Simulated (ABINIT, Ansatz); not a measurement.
# YbP (Fm-3m): from the cell to the phonon bands, part 3 of 4

How does YbP (Fm-3m) vibrate, and is this structure a minimum?

ABINIT 10.8.3; DFT PBEsol, scalar-relativistic, plane waves, PseudoDojo norm-conserving, 4f in core pseudopotentials (the lanthanide files made for PBE).

So far. Step 4 (Self-consistent run for the response): The cell stands at -3.6 GPa: the relaxation ran with a smoothed and higher cutoff, and the difference is a stress of the finite basis. A stress of this size shows a cutoff too low for these files. Step 5 (Zone-centre response): The acoustic modes at Γ come out as far as 0.5 cm⁻¹ from zero, where they should vanish, a small numerical error. The relaxed cell has a = 5.484 Å (conventional setting).

### 7. Dispersion

anaddb transforms the dynamical matrices to force constants and back along the path; points of the mesh come back as solved, but for the sum rule and, in polar crystals, the LO-TO term at Γ; the rest is interpolation.

Contents of anaddb.abi:

```
ddb_filepath "all_DDB"
output_file "anaddb.abo"
outdata_prefix "anaddb"
ifcflag 1
ngqpt 2 2 2
nqshft 1
q1shft 0.0 0.0 0.0
asr 1
chneut 0
dipdip 0
dipquad 0
quadquad 0
enunit 0
eivec 0
nph1l 62
qph1l 
    0.0 0.0 0.0 1.0
    0.05 0.0 0.05 1.0
    0.1 0.0 0.1 1.0
    0.15 0.0 0.15 1.0
    0.2 0.0 0.2 1.0
    0.25 0.0 0.25 1.0
    0.3 0.0 0.3 1.0
    0.35 0.0 0.35 1.0
    0.4 0.0 0.4 1.0
    0.45 0.0 0.45 1.0
    0.5 0.0 0.5 1.0
    0.5125 0.025 0.5125 1.0
    0.525 0.05 0.525 1.0
    0.5375 0.075 0.5375 1.0
    0.55 0.1 0.55 1.0
    0.5625 0.125 0.5625 1.0
    0.575 0.15 0.575 1.0
    0.5875 0.175 0.5875 1.0
    0.6 0.2 0.6 1.0
    0.6125 0.225 0.6125 1.0
    0.625 0.25 0.625 1.0
    0.375 0.375 0.75 1.0
    0.3375 0.3375 0.675 1.0
    0.3 0.3 0.6 1.0
    0.2625 0.2625 0.525 1.0
    0.225 0.225 0.45 1.0
    0.1875 0.1875 0.375 1.0
    0.15 0.15 0.3 1.0
    0.1125 0.1125 0.225 1.0
    0.075 0.075 0.15 1.0
    0.0375 0.0375 0.075 1.0
    0.0 0.0 0.0 1.0
    0.05 0.05 0.05 1.0
    0.1 0.1 0.1 1.0
    0.15 0.15 0.15 1.0
    0.2 0.2 0.2 1.0
    0.25 0.25 0.25 1.0
    0.3 0.3 0.3 1.0
    0.35 0.35 0.35 1.0
    0.4 0.4 0.4 1.0
    0.45 0.45 0.45 1.0
    0.5 0.5 0.5 1.0
    0.5 0.475 0.525 1.0
    0.5 0.45 0.55 1.0
    0.5 0.425 0.575 1.0
    0.5 0.4 0.6 1.0
    0.5 0.375 0.625 1.0
    0.5 0.35 0.65 1.0
    0.5 0.325 0.675 1.0
    0.5 0.3 0.7 1.0
    0.5 0.275 0.725 1.0
    0.5 0.25 0.75 1.0
    0.5 0.225 0.725 1.0
    0.5 0.2 0.7 1.0
    0.5 0.175 0.675 1.0
    0.5 0.15 0.65 1.0
    0.5 0.125 0.625 1.0
    0.5 0.1 0.6 1.0
    0.5 0.075 0.575 1.0
    0.5 0.05 0.55 1.0
    0.5 0.025 0.525 1.0
    0.5 0.0 0.5 1.0
```

Contents of mrgddb.in:

```
all_DDB
merged
3
dfpt_gammao_DDB
dfpt_qo_DS1_DDB
dfpt_qo_DS2_DDB
```

On the command line:

```sh
> mrgddb < mrgddb.in > mrgddb.log
> OMP_NUM_THREADS=1 anaddb anaddb.abi > anaddb.log
```

anaddb.abo, the main output file:

```text
[banners, grids, parts of the stress and lines that vanish by symmetry left out]
-outvars_anaddb: echo values of input variables ----------------------

 Flags :
[...]
Phonon wavevector (reduced coordinates) :  0.00000  0.00000  0.00000
 Phonon energies in Hartree :
[...]
Phonon frequencies in cm-1    :
-  0.000000E+00  0.000000E+00  0.000000E+00  2.522457E+02  2.522457E+02
-  2.522457E+02
[...]
Phonon wavevector (reduced coordinates) :  0.05000  0.00000  0.05000
 Phonon energies in Hartree :
[...]
Phonon frequencies in cm-1    :
-  1.946917E+01  1.946917E+01  3.254431E+01  2.531289E+02  2.533049E+02
-  2.533049E+02
[...]
Phonon wavevector (reduced coordinates) :  0.10000  0.00000  0.10000
 Phonon energies in Hartree :
[...]
Phonon frequencies in cm-1    :
-  3.756650E+01  3.756650E+01  6.238998E+01  2.557954E+02  2.561379E+02
-  2.561379E+02
[...]
Phonon wavevector (reduced coordinates) :  0.15000  0.00000  0.15000
 Phonon energies in Hartree :
[...]
Phonon frequencies in cm-1    :
-  5.318536E+01  5.318536E+01  8.710729E+01  2.598372E+02  2.598372E+02
-  2.602565E+02
[...]
Phonon wavevector (reduced coordinates) :  0.20000  0.00000  0.20000
 Phonon energies in Hartree :
[...]
Phonon frequencies in cm-1    :
-  6.564926E+01  6.564926E+01  1.049289E+02  2.632625E+02  2.632625E+02
-  2.663642E+02
  Phonon wavevector (reduced coordinates) :  0.25000  0.00000  0.25000
 Phonon energies in Hartree :
[...]
Phonon frequencies in cm-1    :
-  7.475022E+01  7.475022E+01  1.152164E+02  2.654448E+02  2.654448E+02
-  2.735832E+02
  Phonon wavevector (reduced coordinates) :  0.30000  0.00000  0.30000
 Phonon energies in Hartree :
[...]
Phonon frequencies in cm-1    :
-  8.070215E+01  8.070215E+01  1.186713E+02  2.659118E+02  2.659118E+02
-  2.809701E+02
  Phonon wavevector (reduced coordinates) :  0.35000  0.00000  0.35000
 Phonon energies in Hartree :
[...]
Phonon frequencies in cm-1    :
-  8.405424E+01  8.405424E+01  1.170907E+02  2.648318E+02  2.648318E+02
-  2.875096E+02
  Phonon wavevector (reduced coordinates) :  0.40000  0.00000  0.40000
 Phonon energies in Hartree :
[...]
Phonon frequencies in cm-1    :
-  8.557051E+01  8.557051E+01  1.129371E+02  2.629322E+02  2.629322E+02
-  2.924775E+02
  Phonon wavevector (reduced coordinates) :  0.45000  0.00000  0.45000
 Phonon energies in Hartree :
[...]
Phonon frequencies in cm-1    :
-  8.605711E+01  8.605711E+01  1.089038E+02  2.612114E+02  2.612114E+02
-  2.955239E+02
  Phonon wavevector (reduced coordinates) :  0.50000  0.00000  0.50000
 Phonon energies in Hartree :
[...]
Phonon frequencies in cm-1    :
-  8.614001E+01  8.614001E+01  1.072538E+02  2.605255E+02  2.605255E+02
-  2.965441E+02
  Phonon wavevector (reduced coordinates) :  0.51250  0.02500  0.51250
 Phonon energies in Hartree :
[...]
Phonon frequencies in cm-1    :
-  8.623336E+01  8.661326E+01  1.072759E+02  2.605354E+02  2.607816E+02
-  2.965474E+02
  Phonon wavevector (reduced coordinates) :  0.52500  0.05000  0.52500
 Phonon energies in Hartree :
[...]
Phonon frequencies in cm-1    :
-  8.651032E+01  8.800361E+01  1.073403E+02  2.605641E+02  2.615424E+02
-  2.965560E+02
  Phonon wavevector (reduced coordinates) :  0.53750  0.07500  0.53750
 Phonon energies in Hartree :
[...]
Phonon frequencies in cm-1    :
-  8.696172E+01  9.022797E+01  1.074417E+02  2.606093E+02  2.627855E+02
-  2.965658E+02
[...]
Phonon wavevector (reduced coordinates) :  0.50000  0.47500  0.52500
 Phonon energies in Hartree :
[...]
Phonon frequencies in cm-1    :
-  1.026037E+02  1.029147E+02  1.582855E+02  2.678050E+02  2.686080E+02
-  3.223107E+02
  Phonon wavevector (reduced coordinates) :  0.50000  0.45000  0.55000
 Phonon energies in Hartree :
[...]
Phonon frequencies in cm-1    :
-  1.020052E+02  1.031814E+02  1.556814E+02  2.671374E+02  2.702239E+02
-  3.201541E+02
  Phonon wavevector (reduced coordinates) :  0.50000  0.42500  0.57500
 Phonon energies in Hartree :
[...]
Phonon frequencies in cm-1    :
-  1.011460E+02  1.035486E+02  1.515890E+02  2.661550E+02  2.726628E+02
-  3.167300E+02
  Phonon wavevector (reduced coordinates) :  0.50000  0.40000  0.60000
 Phonon energies in Hartree :
[...]
Phonon frequencies in cm-1    :
-  1.002233E+02  1.039271E+02  1.463185E+02  2.650309E+02  2.756174E+02
-  3.122884E+02
  Phonon wavevector (reduced coordinates) :  0.50000  0.37500  0.62500
 Phonon energies in Hartree :
[...]
Phonon frequencies in cm-1    :
-  9.948943E+01  1.042358E+02  1.402243E+02  2.639641E+02  2.787597E+02
-  3.071683E+02
  Phonon wavevector (reduced coordinates) :  0.50000  0.35000  0.65000
 Phonon energies in Hartree :
[...]
Phonon frequencies in cm-1    :
-  9.922262E+01  1.044271E+02  1.336819E+02  2.631385E+02  2.817823E+02
-  3.017876E+02
[...]
Phonon wavevector (reduced coordinates) :  0.50000  0.02500  0.52500
 Phonon energies in Hartree :
[...]
Phonon frequencies in cm-1    :
-  8.650157E+01  8.690441E+01  1.072972E+02  2.605810E+02  2.610000E+02
-  2.965496E+02
  Phonon wavevector (reduced coordinates) :  0.50000  0.00000  0.50000
 Phonon energies in Hartree :
[...]
Phonon frequencies in cm-1    :
-  8.614001E+01  8.614001E+01  1.072538E+02  2.605255E+02  2.605255E+02
-  2.965441E+02
-
```

It took 0.52 s on 1 thread of Arm Neoverse V2, shared host.

Read from the output:

```
lowest frequency on the path : 0 cm⁻¹
```

Anaddb. Phonon branches along the path, in cm⁻¹:

```csv
point,branch 1,branch 2,branch 3,branch 4,branch 5,branch 6
Γ,0,0,0,252,252,252
halfway,75,75,115,265,265,274
X,86,86,107,260,260,296
halfway,88,97,108,261,267,297
U,93,108,118,261,281,296
jump to K,93,108,118,261,281,296
halfway,85,87,128,255,276,289
Γ,0,0,0,252,252,252
halfway,77,77,118,259,259,288
L,103,103,159,268,268,323
halfway,100,104,140,264,279,307
W,104,104,113,263,288,288
halfway,94,101,108,262,271,296
X,86,86,107,260,260,296
```

The phonon branches as a text plot (rows in cm⁻¹):

```
    316 |                                      *******
    303 |            ****    **              **       ***     ***
    289 |        ****    ********           *           ******
    276 |      **       ***    *****       *       *****    **
    262 |  ********************* ****    ************************
    249 |**                     ***********
    236 |
    222 |
    209 |
    195 |
    182 |
    168 |
    155 |                                      ******
    141 |                   ****              *      **
    128 |                  *    *            *         **
    114 |      ******  ****      *          *            ******
    101 |    **      ****  *****           *   ******************
     87 |   *    **********    ** **         **               ***
     74 |      **                *        * *
     61 |  * **                   ***      *
     47 |   *                       *    **
     34 | **                         *  **
     20 | *                          *  *
      7 |*                            **
         Γ           X  U|K            Γ         L        W     X
```

All branches are real along the path.

### 8. Sums over the zone

Sums over the zone need many more wavevectors than were solved, so the interpolation is sampled on a dense mesh.

Contents of anaddb.abi:

```
ddb_filepath "all_DDB"
output_file "anaddb.abo"
outdata_prefix "anaddb"
ifcflag 1
ngqpt 2 2 2
nqshft 1
q1shft 0.0 0.0 0.0
asr 1
chneut 0
dipdip 0
dipquad 0
quadquad 0
prtdos 2
ng2qpt 14 14 14
dosdeltae 4.5563e-06
ntemper 11
temperinc 100.0
tempermin 0.0
```

On the command line:

```sh
> OMP_NUM_THREADS=1 anaddb anaddb.abi > anaddb.log
```

anaddb.abo, the main output file:

```text
-outvars_anaddb: echo values of input variables ----------------------

 Flags :
     ifcflag         1
 Miscellaneous information :
         asr         1
      chneut         0
 Interatomic Force Constants Inputs :
      dipdip         0
     dipquad         0
    quadquad         0
      ifcana         0
      ifcout         0
 Description of grid 1 :
        brav         1
       ngqpt         2         2         2
      nqshft         1
      q1shft
                     0.00000000E+00  0.00000000E+00  0.00000000E+00
 Phonon DOS information :
   dosdeltae  4.55630000E-06
    dossmear  4.55633525E-06
 Description of grid 2 (Fourier interp. or BZ sampling):
      ng2qpt        14        14        14
      ngrids         4
      q2shft         0.00000000E+00  0.00000000E+00  0.00000000E+00

================================================================================

 read the DDB information and perform some checks

  ==== Info on the Cryst% object ====
 Real(R)+Recip(G) space primitive vectors, cartesian coordinates (Bohr,Bohr^-1):
 R(1)=  0.0000000  5.1817968  5.1817968  G(1)= -0.0964916  0.0964916  0.0964916
 R(2)=  5.1817968  0.0000000  5.1817968  G(2)=  0.0964916 -0.0964916  0.0964916
 R(3)=  5.1817968  5.1817968  0.0000000  G(3)=  0.0964916  0.0964916 -0.0964916
 Unit cell volume ucvol=  2.7827304E+02 bohr^3
 Angles (23,13,12)=  6.00000000E+01  6.00000000E+01  6.00000000E+01 degrees
 Time-reversal symmetry is present
 Reduced atomic positions [iatom, xred, symbol]:
    1)    0.5000000  0.5000000  0.5000000  Yb
    2)    0.0000000  0.0000000  0.0000000   P

 DDB file with 3 blocks has been read.

================================================================================

 Calculation of the interatomic forces

       Homogeneous q point set in the B.Z.
 Grid q points  :        8
  1)   0.00000000E+00  0.00000000E+00  0.00000000E+00
  2)   5.00000000E-01  0.00000000E+00  0.00000000E+00
  3)   0.00000000E+00  5.00000000E-01  0.00000000E+00
  4)   5.00000000E-01  5.00000000E-01  0.00000000E+00
  5)   0.00000000E+00  0.00000000E+00  5.00000000E-01
  6)   5.00000000E-01  0.00000000E+00  5.00000000E-01
  7)   0.00000000E+00  5.00000000E-01  5.00000000E-01
  8)   5.00000000E-01  5.00000000E-01  5.00000000E-01

 The interatomic forces have been obtained

================================================================================

 Calculation of phonon density of states

 Average speed of sound partial sums:     0.1666041155E-02 (at units)
-                                   =           3.6448 [km/s]

 Debye frequency from partial sums:     0.9946699750E-03 (Ha)
-                                 =     0.6544614040E+01 (THz)
-Debye temperature from partial sums:     0.3140919360E+03 (K)

 Average speed of sound:     0.1973614005E-02 (at units)
-                      =           4.3177 [km/s]

 Debye frequency from DOS:     0.1178298979E-02 (Ha)
-                        =     0.7752834847E+01 (THz)
-Debye temperature from DOS:     0.3720773894E+03 (K)

-
```

Run time: 0.65 s. Hardware: 1 thread.

Numbers from this step:

```yaml
share_of_modes_beyond_3i_cm_minus1_on_the_dense_interpolated_mesh: 0
zero_point_energy_per_atom: 35.38 meV
heat_capacity_at_300_k: 22.99 J/(mol atoms K)
vibrational_entropy_at_300_k: 31.46 J/(mol atoms K)
```

The phonon density of states has structure finer than the step of the table below, so its rows give means over 10 cm⁻¹, whole bins alone (the curve runs from -30 to 352 cm⁻¹). Peaks (cm⁻¹: height): 98.0: 0.132, 262.0: 0.181, 296.0: 0.110.

Tetrahedra. The phonon density of states by wavenumber; means over each step:

```
wavenumber (cm⁻¹)  phonon density of states (1/cm⁻¹/cell)
                0                                  5.0e-7
               10                                  3.5e-5
               20                                  1.5e-4
               30                                  7.3e-4
               40                                 0.00149
               50                                 0.00278
               60                                 0.00484
               70                                 0.00859
               80                                  0.0174
               90                                  0.0538
              100                                   0.100
              110                                  0.0262
              120                                  0.0247
              130                                  0.0269
              140                                  0.0215
              150                                 0.00890
              160                                 0.00107
              170                                       0
              180                                       0
              190                                       0
              200                                       0
              210                                       0
              220                                       0
              230                                       0
              240                                       0
              250                                 0.00396
              260                                  0.0880
              270                                  0.0630
              280                                  0.0448
              290                                  0.0324
              300                                  0.0459
              310                                  0.0145
              320                                 0.00424
              330                                       0
```

Harmonic thermodynamic functions per atom, summed over the density of states scaled to three modes an atom; melting is ignored. Thermodynamic functions:

| T (K) | F_vib (meV/atom) | S (J/mol-atom/K) | C_V (J/mol-atom/K) |
| --- | --- | --- | --- |
| 0 | 35.38 | 0 | 0 |
| 50 | 34.96 | 3.004 | 6.617 |
| 100 | 31.58 | 10.11 | 14.21 |
| 200 | 14.34 | 22.51 | 20.94 |
| 300 | -13.87 | 31.46 | 22.99 |
| 400 | -50.11 | 38.2 | 23.81 |
| 500 | -92.58 | 43.56 | 24.21 |
| 600 | -140.1 | 47.99 | 24.43 |
| 700 | -191.8 | 51.77 | 24.56 |
| 800 | -247.2 | 55.06 | 24.65 |
| 900 | -305.8 | 57.96 | 24.71 |
| 1000 | -367.3 | 60.57 | 24.75 |

At 300 K the heat capacity has reached 92 % of the Dulong-Petit value.

(Continued in part 4 of 4.)

[Host names and launcher messages were left out of these logs when they were recorded.]

[Logs are printed without paths, hosts, clocks, repeated set-up lines and the standing remarks that a program may print on its own settings, such as how far it seeks lower states.]

[Hosts, paths, dates, database ids (printed as entryN), source tags and the programs' standing remarks are cut or masked in the printed files.]
